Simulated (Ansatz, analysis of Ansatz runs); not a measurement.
**Migration in YScO3 (Pnma): V_O hop (3.0 Å), charge 0**

Wanted: path and barrier of a jump of O in YScO3 (Pnma) at charge 0. The case: V_O hop (3.0 Å), in a cell of 40 host atoms with 1 O taken out.

Main program and level: Ansatz 0.2.0; plane-wave PAW DFT, LDA; nudged elastic band between two relaxed defect structures.

### 1. The system as given

The cell holds 39 atoms: 8 Y, 8 Sc and 23 O. Its edges and angles: a = 9.434 Å, b = 7.769 Å, c = 9.607 Å, α = 64.8°, β = 48.2°, γ = 67.1°. It derives from YScO3 (space group Pnma). Nearest the centre at fractional (0.530, 0.190, 0.879): Sc16 at 1.42 Å, O35 at 1.50 Å, Y8 at 2.03 Å, O23 at 2.45 Å, O30 at 2.57 Å, O28 at 2.58 Å, O19 at 2.93 Å, Sc12 at 2.94 Å.

Coordinates:

```xyz
39
Lattice="0.0000 7.7756 5.3416 5.6413 0.0000 5.3416 5.6413 7.7756 0.0000" Properties=species:S:1:pos:R:3 pbc="T T T"
Y     5.2743    5.8317    5.2329
Y     5.2743   13.6074    5.2329
Y     3.1877    1.9439    2.5621
Y     8.8291    9.7196    7.9037
Y     2.4536    5.8317    2.7795
Y     8.0949   13.6074    8.1212
Y     6.0084    1.9439    5.4503
Y     6.0084    9.7196    5.4503
Sc    5.6413    7.7756    2.6708
Sc    5.6413    7.7756    8.0124
Sc    2.8207    3.8878    0.0000
Sc    2.8207    3.8878    5.3416
Sc    8.4620    7.7756    5.3416
Sc    2.8207    7.7756    5.3416
Sc    5.6413    3.8878    2.6708
Sc    0.0000    3.8878    2.6708
O     5.3251    9.7196    8.7056
O     4.5466    3.3604    6.3613
O     4.5466   11.1361    6.3613
O    10.1880    8.3030    6.3613
O     4.5466    8.3030    6.3613
O     3.9154    4.4152    3.6905
O     9.5568   12.1909    9.0321
O     3.9154    7.2482    3.6905
O     9.5568   15.0239    9.0321
O     8.7783    5.8317    6.0348
O     3.1369    5.8317    6.0348
O     8.1458    9.7196    4.6484
O     2.5044    9.7196    4.6484
O     1.7259    3.3604    1.6511
O     7.3673   11.1361    6.9927
O     1.7259    0.5274    1.6511
O     7.3673    8.3030    6.9927
O     6.7361    4.4152    4.3219
O     6.7361   12.1909    4.3219
O     6.7361    7.2482    4.3219
O     1.0947    7.2482    4.3219
O     5.9576    5.8317    1.9776
O     5.9576    5.8317    7.3192
```

The cell's shortest repeat is 7.8 Å.

### 2. Relaxation of the start point, charge 0

The ends come first: from an unrelaxed start the top is counted from too high an energy, and the barrier comes out too low. Small random displacements break the symmetry of the ideal sites, so that the defect can distort if it gains by it.

File q0.start/input.yaml:

```yaml
crystal:
  lattice:
    - [0.0, 7.77564706, 5.34161926]
    - [5.64134763, 0.0, 5.34161926]
    - [5.64134763, 7.77564706, 0.0]
  atoms:
    - { symbol: "Y", position: [0.39735706, 0.58228854, 0.35264294] }
    - { symbol: "Y", position: [0.89735706, 0.08228854, 0.85264294] }
    - { symbol: "Y", position: [0.08228854, 0.39735706, 0.16771146] }
    - { symbol: "Y", position: [0.58228854, 0.89735706, 0.66771146] }
    - { symbol: "Y", position: [0.41771146, 0.10264294, 0.33228854] }
    - { symbol: "Y", position: [0.91771146, 0.60264294, 0.83228854] }
    - { symbol: "Y", position: [0.10264294, 0.91771146, 0.14735706] }
    - { symbol: "Y", position: [0.60264294, 0.41771146, 0.64735706] }
    - { symbol: Sc, position: [0.25, 0.25, 0.75] }
    - { symbol: Sc, position: [0.75, 0.75, 0.25] }
    - { symbol: Sc, position: [0.0, 0.0, 0.5] }
    - { symbol: Sc, position: [0.5, 0.5, 0.0] }
    - { symbol: Sc, position: [0.25, 0.75, 0.75] }
    - { symbol: Sc, position: [0.75, 0.25, 0.25] }
    - { symbol: Sc, position: [0.0, 0.5, 0.5] }
    - { symbol: Sc, position: [0.5, 0.0, 0.0] }
    - { symbol: O, position: [0.9679132, 0.66185626, 0.2820868] }
    - { symbol: O, position: [0.40856091, 0.7823334, 0.02361216] }
    - { symbol: O, position: [0.90856091, 0.2823334, 0.52361216] }
    - { symbol: O, position: [0.22638784, 0.96450647, 0.84143909] }
    - { symbol: O, position: [0.72638784, 0.46450647, 0.34143909] }
    - { symbol: O, position: [0.2823334, 0.40856091, 0.28549353] }
    - { symbol: O, position: [0.7823334, 0.90856091, 0.78549353] }
    - { symbol: O, position: [0.46450647, 0.22638784, 0.4676666] }
    - { symbol: O, position: [0.96450647, 0.72638784, 0.9676666] }
    - { symbol: O, position: [0.16185626, 0.9679132, 0.58814374] }
    - { symbol: O, position: [0.66185626, 0.4679132, 0.08814374] }
    - { symbol: O, position: [0.33814374, 0.5320868, 0.91185626] }
    - { symbol: O, position: [0.83814374, 0.0320868, 0.41185626] }
    - { symbol: O, position: [0.2176666, 0.09143909, 0.21450647] }
    - { symbol: O, position: [0.7176666, 0.59143909, 0.71450647] }
    - { symbol: O, position: [0.03549353, 0.27361216, 0.0323334] }
    - { symbol: O, position: [0.53549353, 0.77361216, 0.5323334] }
    - { symbol: O, position: [0.09143909, 0.7176666, 0.47638784] }
    - { symbol: O, position: [0.59143909, 0.2176666, 0.97638784] }
    - { symbol: O, position: [0.27361216, 0.53549353, 0.65856091] }
    - { symbol: O, position: [0.77361216, 0.03549353, 0.15856091] }
    - { symbol: O, position: [0.0320868, 0.33814374, 0.7179132] }
    - { symbol: O, position: [0.5320868, 0.83814374, 0.2179132] }
basis:
  ecutwfc: 420
  xc_grid: 2
hamiltonian:
  xc: lda
kpoints:
  mp_grid: { grid: [1, 1, 1], shift: [0.25, 0.25, 0.25] }
scf:
  occupations: { method: fixed }
  max_iter: 60
output:
  forces: true
relax:
  f_tol: 0.02
  max_steps: 70
  random_displacement: { amplitude: 0.03, seed: 5436 }
```

Command:

```bash
$ ansatz run input.yaml --threads 4 --pin off --max-ram 7536MiB --backend cpu --events-out ev --progress --plain --runs-dir out
```

The program printed:

```text
The last accepted step is kept in <dir> (removed where the run ends without a failure and the disk answers)
Engine: ansatz 0.2.0, aarch64-unknown-linux-gnu
Pseudopotentials: kind: paw
Pseudopotential: Y, paw, valence charge 11, recommended cutoff 420 eV (normal), Y.paw.azcp
Pseudopotential: Sc, paw, valence charge 11, recommended cutoff 420 eV (normal), Sc.paw.azcp
Pseudopotential: O, paw, valence charge 6, recommended cutoff 420 eV (normal), O.paw.azcp
Functional definition: SPW92
  exchange = slater_x
  correlation = pw_c
Crystal: 39 atoms, lattice volume = 468.622 Å³
Basis set: ecut = 420 eV, 9099 PW (Γ), exchange–correlation on 128×108×144 points (8 copies of the dense FFT grid, shifted against one another)
Bands: 196, of which v1, the nominal top of the filled ones, is band 157 counted from 1 (156 counted from 0)
Symmetry: 1 space group operations
k-points: 1
Non-local potential: Y, projectors of the file, l = 0: 3, l = 1: 2, l = 2: 2, l = 3: 1
Non-local potential: Sc, projectors of the file, l = 0: 3, l = 1: 2, l = 2: 3, l = 3: 1
Non-local potential: O, projectors of the file, l = 0: 2, l = 1: 2, l = 2: 1
PAW form: soft (Blöchl's): semilocal exchange-correlation on the pseudo side does not see the compensation charge
PAW frozen core: Y, regenerated for the run's functional, and the local potential with it (the file was generated under x = pbe(κ = 0.804, μ = 0.219515), c = pbe(β = 0.066725))
PAW frozen core: Sc, regenerated for the run's functional, and the local potential with it (the file was generated under x = pbe(κ = 0.804, μ = 0.219515), c = pbe(β = 0.066725))
PAW frozen core: O, regenerated for the run's functional, and the local potential with it (the file was generated under x = pbe(κ = 0.804, μ = 0.219515), c = pbe(β = 0.066725))
PAW one-centre angular grid: Y, 590 points (default); XC on 64 Gauss nodes
PAW one-centre angular grid: Sc, 590 points (default); XC on 64 Gauss nodes
PAW one-centre angular grid: O, 110 points (default); XC on 64 Gauss nodes
Initial density: superposition of atomic densities (neutral atoms: chi_scale 0, normalization atom), corrected by the library's trained network
Initial wavefunctions: pseudopotential atomic-orbital guess
Functional: x = slater, c = lda
SCF iter   1: F=—  HF=-59530.224710 eV  |F-HF|=—  |Δ(HF+E_count)|=         —  Δρ=1.81e-2  dr2=1.42e0  ethr=1.77e-3  ⟨swp⟩=4.0  Hψ=623  notcnv=0  defer=36
preconditioner: auto → Resta (q_TF=auto, 2.552 Å⁻¹)  ε∞=3.9  [insulator: Δε(μ)=1.471 eV  Ē_g=16.794 eV  n_scr=126 (ndim 8)  ℏωp=28.8 eV  f_vac=0.000  ε∞_Penn≈3.9]
SCF iter   2: F=—  HF=-59529.905538 eV  |F-HF|=—  |Δ(HF+E_count)|=   3.19e-1  Δρ=6.71e-3  dr2=1.08e-1  ethr=4.53e-4  ⟨swp⟩=2.0  Hψ=304  notcnv=0  defer=37
SCF iter   3: F=—  HF=-59529.878568 eV  |F-HF|=—  |Δ(HF+E_count)|=   2.70e-2  Δρ=2.65e-3  dr2=2.20e-2  ethr=3.44e-5  ⟨swp⟩=2.0  Hψ=260  notcnv=0  defer=37
SCF iter   4: F=—  HF=-59529.872532 eV  |F-HF|=—  |Δ(HF+E_count)|=   6.04e-3  Δρ=6.70e-4  dr2=1.70e-3  ethr=7.02e-6  ⟨swp⟩=4.0  Hψ=309  notcnv=0  defer=37
SCF iter   5: F=—  HF=-59529.873077 eV  |F-HF|=—  |Δ(HF+E_count)|=   5.45e-4  Δρ=2.79e-4  dr2=3.14e-4  ethr=5.43e-7  ⟨swp⟩=2.0  Hψ=285  notcnv=0  defer=37
SCF iter   6: F=—  HF=-59529.873016 eV  |F-HF|=—  |Δ(HF+E_count)|=   6.12e-5  Δρ=6.51e-5  dr2=1.43e-5  ethr=9.99e-8  ⟨swp⟩=2.0  Hψ=253  notcnv=0  defer=37
SCF iter   7: F=-59529.873017 eV  HF=-59529.873017 eV  |F-HF|=5.00e-7  |Δ(HF+E_count)|=   1.73e-6  Δρ=1.44e-5  dr2=9.30e-7  ethr=3.18e-9  ⟨swp⟩=4.0  Hψ=507  notcnv=0
SCF 1 converged in 7 iterations: F = -59529.873017 eV  dr2 = 9.30e-7
  greatest PAW one-centre occupation: 0.998 electrons in one spin orbital (limit 2), on the Sc atom at site 9 (counted from 0), in its partial waves of l = 0
relax step   1: F+E_penalty+E_count = -59529.87301694 eV  Δ(F+E_penalty+E_count) = +0.000e0 eV  max|allowed force component| = 9.204e-1 eV/Å  Δτ_max = 0.0000 Å  (7 SCF iters, dr2 threshold 1.00e-5 eV, accepted)
[... the SCF cycles and remarks between the steps are left out from here to the last step ...]
relax step   2: F+E_penalty+E_count = -59530.01604253 eV  Δ(F+E_penalty+E_count) = -1.430e-1 eV  max|allowed force component| = 5.685e-1 eV/Å  Δτ_max = 0.0960 Å  (5 SCF iters, dr2 threshold 5.29e-5 eV, accepted)
relax step   3: F+E_penalty+E_count = -59530.15620806 eV  Δ(F+E_penalty+E_count) = -1.402e-1 eV  max|allowed force component| = 1.432e-1 eV/Å  Δτ_max = 0.0861 Å  (5 SCF iters, dr2 threshold 2.02e-5 eV, accepted)
relax step   4: F+E_penalty+E_count = -59530.16286980 eV  Δ(F+E_penalty+E_count) = -6.662e-3 eV  max|allowed force component| = 9.760e-2 eV/Å  Δτ_max = 0.0410 Å  (6 SCF iters, dr2 threshold 1.30e-6 eV, accepted)
relax step   5: F+E_penalty+E_count = -59530.16835046 eV  Δ(F+E_penalty+E_count) = -5.481e-3 eV  max|allowed force component| = 5.137e-2 eV/Å  Δτ_max = 0.0298 Å  (6 SCF iters, dr2 threshold 6.04e-7 eV, accepted)
relax step   6: F+E_penalty+E_count = -59530.16884855 eV  Δ(F+E_penalty+E_count) = -4.981e-4 eV  max|allowed force component| = 2.839e-2 eV/Å  Δτ_max = 0.0113 Å  (5 SCF iters, dr2 threshold 7.31e-7 eV, accepted)
SCF iter   1: F=—  HF=-59530.168094 eV  |F-HF|=—  |Δ(HF+E_count)|=         —  Δρ=5.85e-4  dr2=1.03e-3  ethr=5.00e-6  ⟨swp⟩=3.0  Hψ=314  notcnv=0  defer=37
SCF iter   2: F=—  HF=-59530.167856 eV  |F-HF|=—  |Δ(HF+E_count)|=   2.38e-4  Δρ=2.95e-4  dr2=2.60e-4  ethr=3.29e-7  ⟨swp⟩=2.0  Hψ=330  notcnv=0  defer=34
SCF iter   3: F=—  HF=-59530.167793 eV  |F-HF|=—  |Δ(HF+E_count)|=   6.33e-5  Δρ=1.37e-4  dr2=7.36e-5  ethr=8.27e-8  ⟨swp⟩=2.0  Hψ=285  notcnv=0  defer=31
SCF iter   4: F=—  HF=-59530.168670 eV  |F-HF|=—  |Δ(HF+E_count)|=   8.77e-4  Δρ=2.80e-5  dr2=3.09e-6  ethr=2.34e-8  ⟨swp⟩=2.0  Hψ=257  notcnv=0  defer=31
SCF iter   5: F=—  HF=-59530.168670 eV  |F-HF|=—  |Δ(HF+E_count)|=   5.17e-7  Δρ=6.55e-6  dr2=1.47e-7  ethr=9.86e-10  ⟨swp⟩=2.0  Hψ=242  notcnv=0  defer=31
SCF iter   6: F=-59530.168670 eV  HF=-59530.168670 eV  |F-HF|=2.23e-8  |Δ(HF+E_count)|=   1.19e-9  Δρ=2.87e-6  dr2=2.98e-8  ethr=3.18e-11  ⟨swp⟩=4.0  Hψ=544  notcnv=0
SCF 7 converged in 6 iterations: F = -59530.168670 eV  dr2 = 2.98e-8
relax step   7: F+E_penalty+E_count = -59530.16866985 eV  Δ(F+E_penalty+E_count) = +1.787e-4 eV  max|allowed force component| = 1.919e-2 eV/Å  Δτ_max = 0.0087 Å  (6 SCF iters, accepted)
SCF converged after 6 iterations
Free energy (F): -59530.168670 eV
Harris-Foulkes:  -59530.168670 eV  (|F-HF|=2.23e-8)
Internal energy: -59530.168670 eV  (E = F + TS)
E sigma→0 (E₀):  -59530.168670 eV
Fermi energy:    12.609814 eV
--- Per-component energies (eV) ---
  E_band       = -1482.708462
  E_kinetic    = 8615.045056
  E_local      = -16626.898785  (includes V_loc(G=0)·N_el)
  E_nonlocal   = 2234.963796
  E_hartree    = 5669.328894
  E_xc         = -3912.706438
  E_vxc        = -4822.152423  (∫ρ·V_xc dr)
  E_paw        = -32451.779747  (= ΣΔE_a)
  E_vpaw       = -2222.382875  (= ΣTr[D̂ρ^β])
  E_aug_tail   = 0.058186  (compensation charges beyond the density's cutoff)
  E_ewald      = -23065.484896
  E_core_change = 7.305263  (= ΣΔE_core)
  E_smearing   = -0.000000  (= −TS)
  E_closure    = 0.000000  (closes the sum)
  Σ components = -59530.168670   (vs F -59530.168670, Δ=0.00e0)
--- Forces (eV/Å), atoms counted from 1 ---
  atom   1  Y     -0.00053117    -0.00456786     0.00352324
  atom   2  Y      0.00307904    -0.01131359    -0.00606241
  atom   3  Y     -0.01235377    -0.00649719    -0.01086546
  atom   4  Y     -0.00501947     0.01222983     0.00844652
  atom   5  Y      0.00511399     0.00455713     0.00356602
  atom   6  Y     -0.00445539    -0.00811351     0.00334025
  atom   7  Y      0.01547548    -0.01159017     0.01261877
  atom   8  Y     -0.00453111    -0.00926151     0.00165082
  atom   9  Sc    -0.01326912    -0.00112772    -0.00983033
  atom  10  Sc    -0.00804065    -0.00219521    -0.00534176
  atom  11  Sc     0.01125419    -0.00734059    -0.00337076
  atom  12  Sc     0.00720855    -0.00656794    -0.00023665
  atom  13  Sc    -0.01720223    -0.00515607     0.01817265
  atom  14  Sc    -0.01487861    -0.00506340    -0.00085175
  atom  15  Sc     0.01810058     0.00335924    -0.00653422
  atom  16  Sc     0.01255856     0.00105733     0.01918649
  atom  17  O     -0.00549826    -0.00238252     0.00858918
  atom  18  O      0.00611800     0.00586965    -0.00136308
  atom  19  O     -0.00047566     0.00469963     0.01493034
  atom  20  O      0.00573800     0.00868428    -0.01419860
  atom  21  O     -0.00066478     0.00262712    -0.00464580
  atom  22  O     -0.00086128     0.00603747    -0.00118358
  atom  23  O     -0.00181396     0.00299080    -0.01095115
  atom  24  O     -0.00021025    -0.01349406     0.00736442
  atom  25  O      0.00796861     0.00698150    -0.00194895
  atom  26  O      0.00029589    -0.00113795    -0.00440349
  atom  27  O      0.00264093     0.01050405    -0.00263324
  atom  28  O      0.00361546    -0.00439348    -0.00554884
  atom  29  O      0.00278206    -0.00485227     0.01254196
  atom  30  O      0.00470334     0.00343777    -0.00228823
  atom  31  O      0.00045098    -0.00812787     0.00822324
  atom  32  O      0.00796822     0.01554125    -0.01408654
  atom  33  O     -0.00792985    -0.00531175     0.00183179
  atom  34  O     -0.00630971     0.00571487    -0.00253159
  atom  35  O      0.00202280     0.00885261     0.00302289
  atom  36  O      0.00336814     0.00785615    -0.01049669
  atom  37  O     -0.01101928    -0.00025684    -0.00375089
  atom  38  O     -0.00533134     0.00332385     0.00480971
  atom  39  O     -0.00007259     0.00444299    -0.00869927
  max |Σ_I F_I| component: 1.60e-5 eV/Å
--- Relaxed structure (7 steps of the walk, 7 accepted, 0 SCFs on fresh bases) ---
  F+E_penalty+E_count = -59530.16866985 eV   max|allowed force component| = 1.919e-2 eV/Å
  atoms:
    - { symbol: Y, position: [0.397783, 0.581623, 0.354535] }
    - { symbol: Y, position: [0.895933, 0.085296, 0.851284] }
    - { symbol: Y, position: [0.087505, 0.395151, 0.162773] }
    - { symbol: Y, position: [0.583906, 0.894794, 0.668257] }
    - { symbol: Y, position: [0.419670, 0.101457, 0.333274] }
    - { symbol: Y, position: [0.915761, 0.603162, 0.832179] }
    - { symbol: Y, position: [0.106983, 0.925007, 0.142882] }
    - { symbol: Y, position: [0.603032, 0.423321, 0.646243] }
    - { symbol: Sc, position: [0.246855, 0.250464, 0.748947] }
    - { symbol: Sc, position: [0.755354, 0.751202, 0.247938] }
    - { symbol: Sc, position: [-0.001181, 0.001376, 0.500462] }
    - { symbol: Sc, position: [0.499822, 0.499876, 0.001096] }
    - { symbol: Sc, position: [0.249443, 0.751710, 0.750395] }
    - { symbol: Sc, position: [0.749302, 0.250530, 0.253459] }
    - { symbol: Sc, position: [0.001879, 0.502515, 0.495597] }
    - { symbol: Sc, position: [0.500792, -0.006248, 0.005234] }
    - { symbol: O, position: [0.974339, 0.662832, 0.275686] }
    - { symbol: O, position: [0.409135, 0.781050, 0.025401] }
    - { symbol: O, position: [0.907288, 0.282811, 0.524441] }
    - { symbol: O, position: [0.227366, 0.966172, 0.839323] }
    - { symbol: O, position: [0.728666, 0.465397, 0.340851] }
    - { symbol: O, position: [0.283939, 0.404173, 0.287526] }
    - { symbol: O, position: [0.776563, 0.906887, 0.784534] }
    - { symbol: O, position: [0.464077, 0.223051, 0.471017] }
    - { symbol: O, position: [0.961786, 0.729907, 0.964115] }
    - { symbol: O, position: [0.159804, 0.969673, 0.588673] }
    - { symbol: O, position: [0.660447, 0.467708, 0.090585] }
    - { symbol: O, position: [0.339872, 0.535296, 0.910163] }
    - { symbol: O, position: [0.838292, 0.027690, 0.411898] }
    - { symbol: O, position: [0.215470, 0.089530, 0.214707] }
    - { symbol: O, position: [0.718008, 0.590900, 0.714346] }
    - { symbol: O, position: [0.034215, 0.274323, 0.031885] }
    - { symbol: O, position: [0.536319, 0.773895, 0.531939] }
    - { symbol: O, position: [0.091733, 0.715919, 0.479607] }
    - { symbol: O, position: [0.589498, 0.217189, 0.974957] }
    - { symbol: O, position: [0.278526, 0.532242, 0.659053] }
    - { symbol: O, position: [0.771314, 0.038119, 0.157902] }
    - { symbol: O, position: [0.030708, 0.339584, 0.717634] }
    - { symbol: O, position: [0.531618, 0.837403, 0.220783] }
```

Wall time 22 s (4 threads of Arm Neoverse V2, shared host); peak memory 0.77 GiB; 80 s of CPU time.

Step by step:

```tsv
step	energy less that of the first step (eV)	largest force component (eV/Å)
1	0.0000	0.9204
2	-0.1430	0.5685
3	-0.2832	0.1432
4	-0.2899	0.0976
5	-0.2953	0.0514
6	-0.2958	0.0284
7	-0.2957	0.0192
```

The atoms that moved most (Å, from the sites as typed, ahead of the random displacement, the mean shift of all atoms taken out):

```tsv
atom	dx	dy	dz	length
O23	-0.015	-0.053	-0.042	0.069
Y7	0.016	-0.002	0.060	0.062
Sc16	-0.006	0.046	-0.031	0.056
O25	0.000	-0.049	0.002	0.050
O17	-0.030	0.000	0.038	0.048
O36	-0.015	0.041	0.007	0.045
Y3	-0.040	0.001	0.014	0.043
Sc10	-0.005	0.025	0.033	0.042
```

Final coordinates:

```xyz
39
Lattice="0.0000 7.7756 5.3416 5.6413 0.0000 5.3416 5.6413 7.7756 0.0000" Properties=species:S:1:pos:R:3 pbc="T T T"
Y     5.2812    5.8498    5.2316
Y     5.2836   13.5858    5.2414
Y     3.1474    1.9461    2.5782
Y     8.8177    9.7364    7.8987
Y     2.4525    5.8546    2.7837
Y     8.0973   13.5914    8.1135
Y     6.0243    1.9429    5.5125
Y     6.0338    9.7139    5.4824
Sc    5.6380    7.7430    2.6565
Sc    5.6365    7.8013    8.0475
Sc    2.8311    3.8822    0.0010
Sc    2.8262    3.8950    5.3400
Sc    8.4739    7.7744    5.3478
Sc    2.8432    7.7971    5.3407
Sc    5.6307    3.8682    2.6943
Sc   -0.0057    3.9347    2.6417
O     5.2945    9.7198    8.7451
O     4.5495    3.3788    6.3575
O     4.5540   11.1326    6.3571
O    10.1854    8.2942    6.3754
O     4.5483    8.3162    6.3782
O     3.9021    4.4435    3.6756
O     9.5419   12.1385    8.9924
O     3.9155    7.2710    3.6704
O     9.5566   14.9751    9.0364
O     8.7912    5.8199    6.0332
O     3.1495    5.8398    6.0262
O     8.1543    9.7198    4.6748
O     2.4799    9.7210    4.6258
O     1.7163    3.3449    1.6292
O     7.3633   11.1375    6.9917
O     1.7274    0.5140    1.6481
O     7.3667    8.3064    6.9987
O     6.7444    4.4425    4.3142
O     6.7253   12.1647    4.3090
O     6.7205    7.2903    4.3308
O     1.1058    7.2253    4.3237
O     5.9641    5.8189    1.9780
O     5.9696    5.8504    7.3128
```

Neighbours of O35 at the end:

```tsv
atom	distance (Å)
Sc16	2.043
Sc12	2.084
Y2	2.229
Y5	2.519
Y8	2.804
O37	2.836
O28	2.855
O39	2.859
O22	2.889
O23	2.901
```

Read from the output:

| Property | Result |
| --- | --- |
| free energy | -59530.1687 eV |
| largest move from the ideal geometry of this structure, a common shift of the far atoms taken out | 0.07048 Å |

The relaxation gained 0.296 eV and ended with a largest force component of 0.019 eV/Å.

(Part 1 of 4 ends here.)

[Long decimals in the printed logs are rounded to 6 places.]

[Repeated set-up lines and some long k-point lines are left out of the logs, and relaxed atomic positions are cut to six decimals.]

[Logs are printed without paths, hosts, clocks, repeated set-up lines and the standing remarks that a program may print on its own settings, such as how far it seeks lower states.]

[Hosts, paths, dates, database ids (printed as entryN), source tags and the programs' standing remarks are cut or masked in the printed files.]
